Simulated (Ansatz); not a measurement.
MoSi2N4/MoSi2N4 (MoSi2N4 type multilayer), computed twice by G0W0.

The cell holds 14 atoms: 2 Mo, 8 N and 4 Si. Its edges and angles: a = 2.879 Å, b = 2.879 Å, c = 56.400 Å, α = 90.0°, β = 90.0°, γ = 120.0°. It derives from Mo1N4Si2. Regions: layer 1 (MoSi2N4), 7 atoms (1 Mo, 4 N and 2 Si); layer 2 (MoSi2N4), 7 atoms (1 Mo, 4 N and 2 Si). Vacuum lies along c.

```xyz
14
Lattice="2.8792 0.0000 0.0000 -1.4396 2.4935 0.0000 0.0000 0.0000 56.4000" Properties=species:S:1:pos:R:3
Mo    0.0000    0.0000   23.3918
N     0.0000    1.6623   24.6243
N     0.0000    1.6623   22.1583
Si    0.0000    1.6623   26.3578
Si    0.0000    1.6623   20.4231
N     1.4396    0.8312   26.8584
N     1.4396    0.8312   19.9120
Mo    0.0000    0.0000   33.0082
N     1.4396    0.8312   34.2417
N     1.4396    0.8312   31.7757
Si    1.4396    0.8312   35.9769
Si    1.4396    0.8312   30.0422
N     0.0000    1.6623   36.4880
N     0.0000    1.6623   29.5416
```

The structure was relaxed with PBEsol-D3(BJ). The runs that relaxed it are not among those shown.

The first (Ansatz 0.2.0; start PBEsol, 9×9×1 mesh, 481 empty bands, screening to 65 eV, PAW set soft_1 files; 1 × NVIDIA H100 80GB HBM3 (shared by 6 runs) with 2 threads of AMD EPYC 7R13 (Zen 3), shared host) gave, on its mesh: starting gap 1.68 eV, G0W0 gap 2.47 eV, mean of 1 + 4πα/V (set by the cell height) 2.95, 2 min.

The second gave: starting gap 1.68 eV, G0W0 gap 2.53 eV, mean of 1 + 4πα/V (set by the cell height) 2.97, 51 s.

**Question.** What was changed in the input? Choose among start, files, mesh, bands and cutoff, frequency model or another key.

Changed: empty bands from 481 to 198 and screening cutoff (eV) from 65.0 to 36. The starting gap stayed, which rules out the functional and points to the GW step. Other changes could give like numbers; this is the one that was made.

Limits: not at the basis limit; coarse mesh for a sheet; no spin-orbit coupling.

[Paths, hosts, dates, memory and timing lines, banners, echoed tables and standing remarks are left out of the program output.]

[Logs are printed without paths, hosts, clocks, repeated set-up lines and the standing remarks that a program may print on its own settings, such as how far it seeks lower states.]

[Runs of the session that timed out or met a known fault of the program may be left out.]

[Cells called generated may have been cut or substituted from an entry of the Crystallography Open Database or the Materials Project.]

[Hosts, paths, dates, database ids (printed as entryN), source tags and the programs' standing remarks are cut or masked in the printed files.]
